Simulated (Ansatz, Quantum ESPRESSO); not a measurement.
# Cl on fcc sites of Ir(111): the work function of the upper face at a withheld member of a series

**Set-up.** Quantum ESPRESSO 7.5, PBE, GBRV ultrasoft. Slabs of 3 layers, covered on the upper face; adsorbates and the top layer relax in a periodic cell, the rest is held (the clean slab relaxes both outer layers); a run under open boundaries (ESM, bc1) gives both vacuum levels. Cells of one to 9 surface sites carry the coverages, on meshes of like density; cold smearing of 0.02 Ry. The slabs take the lattice constants of the bulk relaxed by the same program. The series steps the coverage.

| coverage | work function of the upper face (eV) |
| --- | --- |
| 0 ML | 5.266 |
| 0.1111 ML | 5.077 |
| 0.1667 ML | 4.994 |
| 0.25 ML | 4.921 |
| 0.3333 ML | 4.815 |
| 0.5 ML | 5.087 |
| 0.6667 ML | 5.087 |
| 0.75 ML | 5.070 |

To predict: What is the work function of the upper face at 1 ML?

**Fit.** The rows at 0.6667 ML and 0.75 ML give a slope of (5.070 − (5.087))/(0.75 − (0.6667)) = −0.2041, so a straight line gives 5.019 eV. A parabola through these and the row at 0.5 ML gives 4.951 eV.

What the calculation gave: 5.038 eV. The line misses by −0.019 and the parabola by −0.087 eV. The line does better here.

**Limits.** Thin slabs, one site and one ordered pattern a coverage; no reconstruction or subsurface sites; meshes differ a little between cells.
